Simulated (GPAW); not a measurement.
## benzene-1,4-diselenol between two Au chains: relaxation, then transmission at several levels

How well does benzene-1,4-diselenol between two Au chains conduct once its atoms have relaxed, and how much do cheaper levels lose?

Calculated with GPAW 26.7.0; GPAW LCAO, PAW setups; relaxation of the junction within the symmetry of its start, lead ends held, in the first sound run; inputs show where later runs differ.

### Step 1. The structure

The cell holds 24 atoms: 12 Au, 2 Se, 6 C and 4 H. Its edges and angles: a = 10.803 Å, b = 11.344 Å, c = 36.490 Å, α = 90.0°, β = 90.0°, γ = 90.0°. Regions: left lead, 6 atoms (6 Au); channel, 12 atoms (2 Se, 6 C and 4 H); right lead, 6 atoms (6 Au). Vacuum lies along a and b. The structure is stacked along c, and the current runs across the ab planes.

### Step 2. Relaxing the atoms

Transmission follows bond lengths closely, so the atoms between the held lead ends are relaxed first, within whatever symmetry the start has.

File run.py:

```python
import json
from ase import Atoms
from ase.constraints import FixAtoms
from ase.optimize import BFGS
from gpaw import GPAW, FermiDirac

device = Atoms(
    ['Au', 'Au', 'Au', 'Au', 'Au', 'Au', 'Se', 'C', 'H', 'H', 'C', 'C', 'C', 'C', 'H', 'H', 'C', 'Se', 'Au', 'Au', 'Au', 'Au', 'Au', 'Au'],
    positions=[
        [5.40150, 5.67186, 1.30000],
        [5.40150, 5.67186, 3.90000],
        [5.40150, 5.67186, 6.50000],
        [5.40150, 5.67186, 9.10000],
        [5.40150, 5.67186, 11.70000],
        [5.40150, 5.67186, 14.30000],
        [5.40150, 3.25144, 14.92574],
        [5.40150, 3.25000, 16.84475],
        [3.25000, 3.25068, 17.00851],
        [7.55301, 3.25068, 17.00851],
        [4.18982, 3.25009, 17.54556],
        [6.61319, 3.25008, 17.54556],
        [4.18982, 3.25009, 18.94424],
        [6.61319, 3.25009, 18.94424],
        [3.25000, 3.25068, 19.48128],
        [7.55301, 3.25068, 19.48128],
        [5.40150, 3.25000, 19.64504],
        [5.40150, 3.25144, 21.56406],
        [5.40150, 5.67186, 22.18980],
        [5.40150, 5.67186, 24.78980],
        [5.40150, 5.67186, 27.38980],
        [5.40150, 5.67186, 29.98980],
        [5.40150, 5.67186, 32.58980],
        [5.40150, 5.67186, 35.18980]],
    cell=[[10.80301, 0.0, 0.0], [0.0, 11.34372, 0.0], [0.0, 0.0, 36.4898]],
    pbc=True)

device.set_constraint(FixAtoms([0, 1, 2, 3, 4, 19, 20, 21, 22, 23]))
device.calc = GPAW(mode='lcao', basis='dzp', xc='PBE', h=0.18,
                   kpts={'size': (1, 1, 2), 'gamma': True},
                   symmetry={'tolerance': 1e-3, 'extra_ids': [1, 1, 1, 1, 1, 0, 0, 0, 0, 0, 0, 0, 0, 0, 0, 0, 0, 0, 0, 1, 1, 1, 1, 1]},
                   occupations=FermiDirac(0.1), maxiter=250,
                   mixer=dict(beta=0.1, nmaxold=8, weight=100.0),
                   convergence=dict(density=0.0001), txt='relax.txt')
path = []
opt = BFGS(device, maxstep=0.15)
opt.attach(lambda: path.append((device.get_potential_energy(), device.positions.tolist(), device.get_forces().tolist())))
relaxed = bool(opt.run(fmax=0.05, steps=50))
json.dump(dict(relaxed=relaxed, path=path, positions=device.positions.tolist(), moments=device.get_magnetic_moments().tolist(),
               forces=device.get_forces(apply_constraint=False).tolist()), open('result.json', 'w'))
```

Command:

```console
$ OMP_NUM_THREADS=1 OPENBLAS_NUM_THREADS=1 python run.py
```

Log:

```text
Step          Energy          fmax
BFGS:    0      -85.193996        0.963529
BFGS:    1      -85.251943        0.811458
BFGS:    2      -85.296310        0.389591
BFGS:    3      -85.321922        0.284112
BFGS:    4      -85.326895        0.157449
BFGS:    5      -85.329977        0.137371
BFGS:    6      -85.332043        0.128378
BFGS:    7      -85.334761        0.148757
BFGS:    8      -85.338001        0.138218
BFGS:    9      -85.339341        0.133427
BFGS:   10      -85.340896        0.118224
BFGS:   11      -85.341739        0.145133
BFGS:   12      -85.324803        0.660000
BFGS:   13      -85.344616        0.097713
BFGS:   14      -85.345430        0.100698
BFGS:   15      -85.345743        0.218980
[...]
BFGS:   19      -85.350044        0.051256
BFGS:   20      -85.350467        0.050431
BFGS:   21      -85.079353        2.819911
BFGS:   22      -85.351161        0.111300
BFGS:   23      -85.351532        0.096462
BFGS:   24      -84.965969        2.333748
BFGS:   25      -85.352230        0.068177
BFGS:   26      -85.352597        0.046044
```

The job ended after 15 min (1 thread of Arm Neoverse V1, shared host; peak memory 2 GiB).

Step by step (22 of 27):

| step | energy less that of the first step (eV) | largest force (eV/Å) |
| --- | --- | --- |
| 1 | 0.0000 | 0.9635 |
| 2 | -0.0595 | 0.8115 |
| 3 | -0.1049 | 0.3896 |
| 5 | -0.1374 | 0.1574 |
| 6 | -0.1409 | 0.1374 |
| 7 | -0.1432 | 0.1284 |
| 8 | -0.1462 | 0.1488 |
| 10 | -0.1512 | 0.1334 |
| 11 | -0.1525 | 0.1182 |
| 12 | -0.1534 | 0.1451 |
| 13 | -0.1369 | 0.6600 |
| 15 | -0.1571 | 0.1007 |
| 16 | -0.1574 | 0.2190 |
| 17 | -0.1593 | 0.1010 |
| 18 | -0.1613 | 0.0559 |
| 20 | -0.1624 | 0.0513 |
| 21 | -0.1627 | 0.0504 |
| 22 | 0.1117 | 2.8199 |
| 23 | -0.1634 | 0.1113 |
| 25 | 0.2212 | 2.3337 |
| 26 | -0.1646 | 0.0682 |
| 27 | -0.1648 | 0.0460 |

The atoms that moved most (Å):

| atom | dx | dy | dz | length |
| --- | --- | --- | --- | --- |
| Au6 | 0.000 | -0.135 | 0.037 | 0.140 |
| Au19 | 0.000 | -0.135 | -0.037 | 0.140 |
| Se18 | 0.000 | -0.085 | 0.012 | 0.086 |
| Se7 | 0.000 | -0.085 | -0.012 | 0.086 |
| C14 | 0.015 | 0.062 | 0.002 | 0.064 |
| C13 | -0.015 | 0.062 | 0.002 | 0.064 |
| C11 | -0.015 | 0.062 | -0.002 | 0.064 |
| C12 | 0.015 | 0.062 | -0.002 | 0.064 |

The relaxation lowered the energy of the cell by 0.165 eV (energies extrapolated to zero smearing; the optimiser's log prints free energies). The largest force left on a free atom is 0.046 eV/Å.

### Step 3. Double-zeta polarised basis

Localised orbitals split the wire into layers that couple to their neighbours alone, which is what the Green's function method needs; double zeta with polarisation is the usual level for numbers.

This step: GPAW LCAO, PAW setups; Landauer transmission from Green's functions with principal layers (ASE), zero bias (GPAW 26.7.0).

File run.py:

```python
import json
import numpy as np
from ase import Atoms
from ase.transport.calculators import TransportCalculator
from gpaw import GPAW, FermiDirac
from gpaw.lcao.tools import get_lcao_hamiltonian
from scipy.linalg import eigh

# The junction with lead layers at both ends, along the third cell vector
device = Atoms(
    ['Au', 'Au', 'Au', 'Au', 'Au', 'Au', 'Se', 'C', 'H', 'H', 'C', 'C', 'C', 'C', 'H', 'H', 'C', 'Se', 'Au', 'Au', 'Au', 'Au', 'Au', 'Au'],
    positions=[
        [5.40150, 5.67186, 1.30000],
        [5.40150, 5.67186, 3.90000],
        [5.40150, 5.67186, 6.50000],
        [5.40150, 5.67186, 9.10000],
        [5.40150, 5.67186, 11.70000],
        [5.40150, 5.53699, 14.33663],
        [5.40150, 3.16631, 14.91339],
        [5.40150, 3.30591, 16.82777],
        [3.21991, 3.29717, 16.98208],
        [7.58310, 3.29717, 16.98208],
        [4.17446, 3.31172, 17.54389],
        [6.62855, 3.31171, 17.54389],
        [4.17446, 3.31172, 18.94591],
        [6.62855, 3.31172, 18.94591],
        [3.21991, 3.29717, 19.50771],
        [7.58310, 3.29717, 19.50771],
        [5.40150, 3.30591, 19.66202],
        [5.40150, 3.16631, 21.57641],
        [5.40150, 5.53699, 22.15317],
        [5.40150, 5.67186, 24.78980],
        [5.40150, 5.67186, 27.38980],
        [5.40150, 5.67186, 29.98980],
        [5.40150, 5.67186, 32.58980],
        [5.40150, 5.67186, 35.18980]],
    cell=[[10.80301, 0.0, 0.0], [0.0, 11.34372, 0.0], [0.0, 0.0, 36.4898]],
    pbc=True)

# One principal layer of the lead: the first 3 atoms of the device
lead = Atoms(
    ['Au', 'Au', 'Au'],
    positions=[
        [5.40150, 5.67186, 1.30000],
        [5.40150, 5.67186, 3.90000],
        [5.40150, 5.67186, 6.50000]],
    cell=[[10.80301, 0.0, 0.0], [0.0, 11.34372, 0.0], [0.0, 0.0, 7.8]],
    pbc=True)

settings = dict(mode='lcao', basis='dzp', xc='PBE', h=0.2,
                occupations=FermiDirac(0.1), maxiter=250,
                mixer=dict(beta=0.1, nmaxold=8, weight=100.0),
                convergence=dict(density=0.0001))
energies = np.arange(-2, 2 + 1e-9, 0.025)
eta = 0.0001
n1, n2 = 1, 1
# k and -k transmit alike, so half of the mesh across the current serves
mesh = [(i, j) for i in range(n1) for j in range(n2) if (i, j) <= (-i % n1, -j % n2)]
weights = np.array([1 if (i, j) == (-i % n1, -j % n2) else 2 for i, j in mesh]) / (n1 * n2)

# [... helper functions left out ...]
fermi_lead = ground_state(lead, (1, 1, 15), 'lead.txt')
fermi_device = ground_state(device, (1, 1, 2), 'device.txt')
# [... loop over the mesh left out, but for ...]
        # Shift the lead onto the potential of the device's first layer
        shift = ((H[:, 0, 0] - H0[:, 0, 0]) / S0[0, 0]).real.mean()
# [...]
kT = 8.617333e-5 * 300
bias = [0.1, 0.2, 0.5, 1.0, 1.5, 2.0]
# [... integrals and printing left out ...]
```

Log:

```text
basis functions: device 304, principal layer 45
Fermi level: lead -5.0280 eV, device -4.4927 eV; lead shifted by -0.0058 eV
largest coupling past the next layer 2.46e-07 eV, largest misfit of the first layer 0.016 eV
  E-E_F (eV)   T (one spin)  [channel counts left out]
    -2.000    9.5606e-01
    -1.975    1.3757e+00
    -1.950    7.3647e-01
    -1.925    6.9026e-01
    -1.900    6.7907e-01
    -1.875    6.9203e-01
    -1.850    7.2247e-01
    -1.825    7.6555e-01
    -1.800    8.1685e-01
    -1.775    8.7138e-01
    -1.750    9.2319e-01
    -1.725    9.6562e-01
    -1.700    9.9220e-01
    -1.675    9.9811e-01
    -1.650    9.8146e-01
    -1.625    9.4379e-01
[...]
1.825    1.9874e-02
     1.850    1.7634e-02
     1.875    1.5665e-02
     1.900    1.3932e-02
     1.925    1.2408e-02
     1.950    1.1064e-02
     1.975    9.8806e-03
     2.000    8.8363e-03
conductance at 300 K: 0.2844 G0 a cell; thermopower -8.511 uV/K
current from the zero-bias T(E) at 0.1 V: 2.2034 uA
current from the zero-bias T(E) at 0.2 V: 4.4087 uA
current from the zero-bias T(E) at 0.5 V: 11.886 uA
current from the zero-bias T(E) at 1.0 V: 31.748 uA
current from the zero-bias T(E) at 1.5 V: 46.019 uA
current from the zero-bias T(E) at 2.0 V: 59.537 uA
```

Elapsed: 69 s, on 1 thread; peak memory 1.6 GiB.

Numbers from this step:

```yaml
conductance: 0.2844 G₀
largest_coupling_past_the_next_principal_layer: 2.46e-7 eV
largest_misfit_of_the_first_principal_layer: 0.01571 eV
shift_that_aligns_the_lead: -0.005800 eV
basis_functions_of_the_junction: 304
basis_functions_of_a_principal_layer: 45
transmission_at_the_fermi_level_one_spin: 0.2844
```

One spin. The transmission, zone mean by energy, zero at the Fermi level:

| energy (eV) | transmission, zone mean |
| --- | --- |
| -2.000 | 0.956 |
| -1.975 | 1.38 |
| -1.900 | 0.679 |
| -1.800 | 0.817 |
| -1.700 | 0.992 |
| -1.675 | 0.998 |
| -1.600 | 0.889 |
| -1.500 | 0.612 |
| -1.400 | 0.383 |
| -1.300 | 0.229 |
| -1.200 | 0.114 |
| -1.100 | 0.0894 |
| -1.000 | 0.0912 |
| -0.900 | 0.113 |
| -0.800 | 0.138 |
| -0.700 | 0.153 |
| -0.600 | 0.160 |
| -0.500 | 0.208 |
| -0.425 | 1.04 |
| -0.400 | 0.583 |
| -0.300 | 1.19 |
| -0.200 | 0.255 |
| -0.100 | 0.247 |
| 0.000 | 0.284 |
| 0.100 | 0.318 |
| 0.200 | 0.358 |
| 0.300 | 0.405 |
| 0.400 | 0.456 |
| 0.500 | 0.508 |
| 0.600 | 0.554 |
| 0.700 | 0.589 |
| 0.800 | 0.608 |
| 0.900 | 0.584 |
| 1.000 | 0.535 |
| 1.100 | 0.452 |
| 1.200 | 0.348 |
| 1.300 | 0.245 |
| 1.400 | 0.160 |
| 1.500 | 0.0993 |
| 1.600 | 0.0604 |
| 1.700 | 0.0367 |
| 1.800 | 0.0224 |
| 1.900 | 0.0139 |
| 2.000 | 0.00884 |

Not self-consistent under bias; the bias window is split evenly. Table of current through one cell, from the zero-bias transmission by bias:

| bias (V) | current through one cell, from the zero-bias transmission (μA) |
| --- | --- |
| 0.100 | 2.20 |
| 0.200 | 4.41 |
| 0.500 | 11.9 |
| 1.000 | 31.7 |
| 1.500 | 46.0 |
| 2.000 | 59.5 |

Table of transmission of the three most open eigenchannels by energy, zero at the Fermi level:

| energy (eV) | channel 1 | channel 2 | channel 3 |
| --- | --- | --- | --- |
| -2.000 | 0.948 | 0.00611 | 0.00163 |
| -1.900 | 0.676 | 0.00317 | 2.9e-4 |
| -1.800 | 0.815 | 0.00152 | 9.1e-5 |
| -1.700 | 0.991 | 7.5e-4 | 5.9e-5 |
| -1.600 | 0.889 | 3.9e-4 | 5.0e-5 |
| -1.500 | 0.611 | 2.1e-4 | 4.8e-5 |
| -1.400 | 0.382 | 1.1e-4 | 5.0e-5 |
| -1.300 | 0.228 | 6.4e-5 | 6.0e-5 |
| -1.200 | 0.114 | 1.0e-4 | 5.2e-5 |
| -1.100 | 0.0893 | 9.4e-5 | 2.0e-5 |
| -1.000 | 0.0911 | 1.1e-4 | 1.1e-5 |
| -0.900 | 0.113 | 1.7e-4 | 6.7e-6 |
| -0.800 | 0.138 | 3.3e-4 | 4.6e-6 |
| -0.700 | 0.152 | 8.2e-4 | 3.2e-6 |
| -0.600 | 0.157 | 0.00337 | 2.3e-6 |
| -0.500 | 0.165 | 0.0427 | 1.7e-6 |
| -0.400 | 0.398 | 0.185 | 1.3e-6 |
| -0.300 | 0.957 | 0.230 | 9.6e-7 |
| -0.200 | 0.246 | 0.00885 | 6.6e-7 |
| -0.100 | 0.247 | 7.1e-10 | 0 |
| 0.000 | 0.284 | 0 | 0 |
| 0.100 | 0.318 | 0 | 0 |
| 0.200 | 0.358 | 0 | 0 |
| 0.300 | 0.405 | 0 | 0 |
| 0.400 | 0.456 | 0 | 0 |
| 0.500 | 0.508 | 0 | 0 |
| 0.600 | 0.554 | 0 | 0 |
| 0.700 | 0.589 | 0 | 0 |
| 0.800 | 0.608 | 0 | 0 |
| 0.900 | 0.584 | 0 | 0 |
| 1.000 | 0.535 | 0 | 0 |
| 1.100 | 0.452 | 0 | 0 |
| 1.200 | 0.348 | 0 | 0 |
| 1.300 | 0.245 | 0 | 0 |
| 1.400 | 0.160 | 0 | 0 |
| 1.500 | 0.0993 | 0 | 0 |
| 1.600 | 0.0604 | 0 | 0 |
| 1.700 | 0.0367 | 0 | 0 |
| 1.800 | 0.0224 | 0 | 0 |
| 1.900 | 0.0139 | 0 | 0 |
| 2.000 | 0.00884 | 0 | 0 |

Couplings past the next layer reach 2.5e-7 eV, small enough to drop; the matrix elements of the cell's first layer differ from the bulk lead's by up to 0.016 eV. That layer keeps its own values in the calculation, and only beyond it is the lead taken as perfect. The Fermi levels of lead and junction count from different zeros of potential, one for each periodic cell; with both set to zero, the small remaining shift is what aligns them. Without spin-orbit coupling, which is large for these atoms, channel counts and T are those of the scalar-relativistic bands. By hand: G = 0.2844 × 77.48 μS = 22.0 μS, a resistance of 45.4 kΩ; at 0.1 V a linear junction would pass 2.20 μA, and the integral over the bias window gives 2.20 μA.

### Step 4. Single-zeta polarised basis

One radial function a shell plus polarisation makes the matrices smaller; the question is what that costs.

run.py: that of step 3 with these lines changed.

```diff
@@ -49,3 +49,3 @@
 
-settings = dict(mode='lcao', basis='dzp', xc='PBE', h=0.2,
+settings = dict(mode='lcao', basis='szp(dzp)', xc='PBE', h=0.2,
                 occupations=FermiDirac(0.1), maxiter=250,
```

Log:

```text
basis functions: device 196, principal layer 27
Fermi level: lead -4.8668 eV, device -4.4556 eV; lead shifted by -0.0030 eV
largest coupling past the next layer 2.47e-07 eV, largest misfit of the first layer 0.028 eV
  E-E_F (eV)   T (one spin)  [channel counts left out]
    -2.000    9.0552e-01
    -1.975    9.1509e-01
    -1.950    9.5596e-01
    -1.925    9.9222e-01
    -1.900    9.8966e-01
    -1.875    9.3227e-01
    -1.850    8.3133e-01
    -1.825    7.1282e-01
    -1.800    5.9869e-01
    -1.775    4.9982e-01
    -1.750    4.1864e-01
    -1.725    3.5355e-01
    -1.700    3.0170e-01
    -1.675    2.6029e-01
    -1.650    2.2697e-01
    -1.625    1.9988e-01
[...]
1.825    8.4540e-02
     1.850    7.9472e-02
     1.875    7.4851e-02
     1.900    7.0642e-02
     1.925    6.6813e-02
     1.950    6.3336e-02
     1.975    6.0184e-02
     2.000    5.7332e-02
conductance at 300 K: 0.26516 G0 a cell; thermopower -15.09 uV/K
current from the zero-bias T(E) at 0.1 V: 2.0515 uA
current from the zero-bias T(E) at 0.2 V: 4.0954 uA
current from the zero-bias T(E) at 0.5 V: 10.972 uA
current from the zero-bias T(E) at 1.0 V: 31.661 uA
current from the zero-bias T(E) at 1.5 V: 46.082 uA
current from the zero-bias T(E) at 2.0 V: 59.858 uA
```

Elapsed: 59 s, on 1 thread; peak memory 1.6 GiB.

This step gave:

```yaml
conductance: 0.2652 G₀
largest_coupling_past_the_next_principal_layer: 2.47e-7 eV
largest_misfit_of_the_first_principal_layer: 0.02813 eV
shift_that_aligns_the_lead: -0.002957 eV
basis_functions_of_the_junction: 196
basis_functions_of_a_principal_layer: 27
transmission_at_the_fermi_level_one_spin: 0.2664
```

One spin. Transmission, zone mean against energy, zero at the Fermi level:

energy (eV), transmission, zone mean and a bar:
```
   -2.000       0.91 #######################
   -1.925       0.99 ##########################
   -1.900       0.99 ##########################
   -1.800       0.60 ###############
   -1.700       0.30 #######
   -1.600       0.18 ###
   -1.500       0.12 ##
   -1.400       0.09 #
   -1.300       0.06 
   -1.200       0.05 
   -1.100       0.06 
   -1.000       0.07 
   -0.900       0.08 #
   -0.800       0.10 #
   -0.700       0.10 #
   -0.600       0.11 #
   -0.500       0.24 #####
   -0.450       1.08 ############################
   -0.400       0.51 #############
   -0.325       1.15 ##############################
   -0.300       0.57 ##############
   -0.200       0.20 ####
   -0.100       0.20 ####
    0.000       0.27 ######
    0.100       0.32 #######
    0.200       0.37 #########
    0.300       0.43 ##########
    0.400       0.49 ############
    0.500       0.55 ##############
    0.600       0.60 ###############
    0.700       0.63 ################
    0.800       0.64 ################
    0.900       0.63 ################
    1.000       0.59 ###############
    1.100       0.53 #############
    1.200       0.45 ###########
    1.300       0.36 ########
    1.400       0.28 ######
    1.500       0.21 ####
    1.600       0.16 ###
    1.700       0.12 ##
    1.800       0.09 #
    1.900       0.07 #
    2.000       0.06
```

Not self-consistent under bias; the bias window is split evenly. Table of current through one cell, from the zero-bias transmission by bias:

| bias (V) | current through one cell, from the zero-bias transmission (μA) |
| --- | --- |
| 0.100 | 2.05 |
| 0.200 | 4.10 |
| 0.500 | 11.0 |
| 1.000 | 31.7 |
| 1.500 | 46.1 |
| 2.000 | 59.9 |

Transmission of the three most open eigenchannels against energy, zero at the Fermi level:

| energy (eV) | channel 1 | channel 2 | channel 3 |
| --- | --- | --- | --- |
| -2.000 | 0.905 | 3.5e-4 | 9.2e-6 |
| -1.900 | 0.989 | 1.8e-4 | 9.5e-6 |
| -1.800 | 0.599 | 9.5e-5 | 1.0e-5 |
| -1.700 | 0.302 | 5.4e-5 | 1.1e-5 |
| -1.600 | 0.178 | 3.2e-5 | 1.3e-5 |
| -1.500 | 0.119 | 2.0e-5 | 1.7e-5 |
| -1.400 | 0.0859 | 2.3e-5 | 1.3e-5 |
| -1.300 | 0.0634 | 3.2e-5 | 8.6e-6 |
| -1.200 | 0.0504 | 4.9e-5 | 5.6e-6 |
| -1.100 | 0.0550 | 8.1e-5 | 4.3e-6 |
| -1.000 | 0.0651 | 1.4e-4 | 3.4e-6 |
| -0.900 | 0.0836 | 2.6e-4 | 3.4e-6 |
| -0.800 | 0.0964 | 4.3e-4 | 1.3e-6 |
| -0.700 | 0.0971 | 0.00113 | 6.0e-7 |
| -0.600 | 0.0994 | 0.00577 | 3.9e-7 |
| -0.500 | 0.130 | 0.110 | 2.8e-7 |
| -0.400 | 0.383 | 0.131 | 2.2e-7 |
| -0.300 | 0.384 | 0.182 | 1.8e-7 |
| -0.200 | 0.192 | 0.0101 | 6.4e-8 |
| -0.100 | 0.196 | 6.8e-4 | 1.2e-8 |
| 0.000 | 0.266 | 0 | 0 |
| 0.100 | 0.318 | 0 | 0 |
| 0.200 | 0.372 | 0 | 0 |
| 0.300 | 0.431 | 0 | 0 |
| 0.400 | 0.492 | 0 | 0 |
| 0.500 | 0.549 | 0 | 0 |
| 0.600 | 0.597 | 0 | 0 |
| 0.700 | 0.630 | 0 | 0 |
| 0.800 | 0.643 | 0 | 0 |
| 0.900 | 0.630 | 0 | 0 |
| 1.000 | 0.592 | 0 | 0 |
| 1.100 | 0.530 | 0 | 0 |
| 1.200 | 0.449 | 0 | 0 |
| 1.300 | 0.362 | 0 | 0 |
| 1.400 | 0.279 | 0 | 0 |
| 1.500 | 0.211 | 0 | 0 |
| 1.600 | 0.157 | 0 | 0 |
| 1.700 | 0.118 | 0 | 0 |
| 1.800 | 0.0901 | 0 | 0 |
| 1.900 | 0.0706 | 0 | 0 |
| 2.000 | 0.0573 | 0 | 0 |

The conductance, 0.265 G₀, lies 6.8 % below that of the dzp run.

(Continued in part 2 of 2.)

[Logs are printed without paths, hosts, clocks, repeated set-up lines and the standing remarks that a program may print on its own settings, such as how far it seeks lower states.]

[Hosts, paths, dates, database ids (printed as entryN), source tags and the programs' standing remarks are cut or masked in the printed files.]
